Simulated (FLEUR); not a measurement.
Records of electronic-structure calculations.

### Magnetic state of free Fe(110) film, 3 layers from several starts

The cell holds 3 atoms: 3 Fe. Its edges and angles: a = 2.482 Å, b = 2.482 Å, c = 18.053 Å, α = 90.0°, β = 90.0°, γ = 109.5°. layers at typed spacings, unrelaxed. Vacuum lies along c.

- method: PBEsol; all-electron FLAPW film, Dirac cores, scalar-relativistic bands (and 1 further level or step)
- program: FLEUR MaX-R8.1
- settings of one run: kmax 3.68 1/bohr, gmax 11 1/bohr, muffin tin radii Fe: 2.23 bohr, lmax Fe: [8, 6], hist occupations, smearing width 0.05 eV, mixer Anderson, mixing 0.03, max iterations 120, stop 2.00e-5 me/bohr³, film mode on, collinear spin, 12×12×1 k-mesh, mesh matched on, starting moments 2.8 2.8 2.8 μB
- cost: 4 runs, 4.8 min in all on 4 MPI ranks of Intel Xeon Platinum 8375C at 2.90GHz (Ice Lake), shared host (the runs of this entry)
- notes: The run is spin-polarised, with a total moment of 7.78 μB a cell. Only 3 starts were tried; other patterns of signs, canted and longer-period orders were not.
- lowest state found: ferromagnetic (initial ferro +++)
- largest site spin moment: 2.66 μB
- next finished state: ferrimagnetic, 198 meV a seeded atom higher
- energy gained by spin polarisation: 591 meV a seeded atom
- hyperfine field at Fe1, along its moment: -22.8 T
- orbital moment on the atom of largest spin, along its spin (spin–orbit run): 0.0547 μB

The lowest state found is ferromagnetic, reached from the start ferro +++, with moments up to 2.66 μB. The next finished state costs 198 meV a seeded atom.

[Hosts, paths, dates, database ids (printed as entryN), source tags and the programs' standing remarks are cut or masked in the printed files.]

[Where a cell is said to come from a database of computed structures, the database is the Materials Project.]
